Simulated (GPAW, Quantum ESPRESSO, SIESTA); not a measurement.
# Birch–Murnaghan line for bcc Ta, SIESTA DZP, PBE

Calculated with SIESTA 5.4.2: PBE; DZP orbitals, shift 0.01 Ry, mesh 400 Ry; k-mesh 13×13×13. The volume is changed in steps from typed lattice constants. V0 = 18.096 Å³ an atom is where a Birch–Murnaghan fit to this level's pressures, the withheld one apart, crosses zero; rows within 2.5 % of V0 are left out, since F is ill-conditioned there. The typed cell is scaled evenly, with no relaxation, and each row is a single point.

```
volume (Å³/atom)  pressure (GPa)
          16.833           16.92
          17.199           11.51
          17.565           6.441
          18.663          -6.086
          19.029          -9.537
          19.395               ?
          19.761          -15.52
```

Task: Fit the third-order Birch–Murnaghan equation to the rows given and interpolate to the withheld row.

Worked fit:

Take the Eulerian strain f = ½[(V0/V)^(2/3) − 1] and the normalised pressure F = P / [3f(1 + 2f)^(5/2)]. The third-order Birch–Murnaghan equation is then the line F = B0 + (3/2)B0(B′ − 4) f, so u = f and v = F.

| u = f | v = F (GPa) |
| --- | --- |
| 0.0247076 | 202.339 |
| 0.0172370 | 204.500 |
| 0.0100268 | 203.758 |
| -0.0101790 | 209.816 |
| -0.0164800 | 209.759 |
| -0.0284956 | 210.234 |

With n = 6: mean u = -5.3053e-4, mean v = 206.734, Σ(u − ū)² = 0.0021936, Σ(u − ū)(v − v̄) = -0.35792. Slope b = -0.35792 / 0.0021936 = -163.16; intercept a = v̄ − b ū = 206.65.

So B0 = 206.6 GPa and B′ = 4 + 2b/(3a) = 3.47. At the withheld volume f = -0.02258, F = 210.3 GPa, and P = 3f(1 + 2f)^(5/2) F.

Prediction at 19.395: -12.69 GPa. The run gave -12.6 GPa, so the fit is low by 0.095 GPa (0.75 % of the value).

A fit to this level's energies over the whole scan gives V0 = 18.095 Å³, B0 = 206.5 GPa and B′ = 3.56. Among the rows given, the largest miss of the fit is at 19.761, by 0.078 GPa (0.24 % of the range of the table).

Limits: The nuclei are static. The DFT runs use Fermi–Dirac occupations of width 0.1 eV, and energies are free energies.

[Logs are printed without paths, hosts, clocks, repeated set-up lines and the standing remarks that a program may print on its own settings, such as how far it seeks lower states.]

[Hosts, paths, dates, database ids (printed as entryN), source tags and the programs' standing remarks are cut or masked in the printed files.]
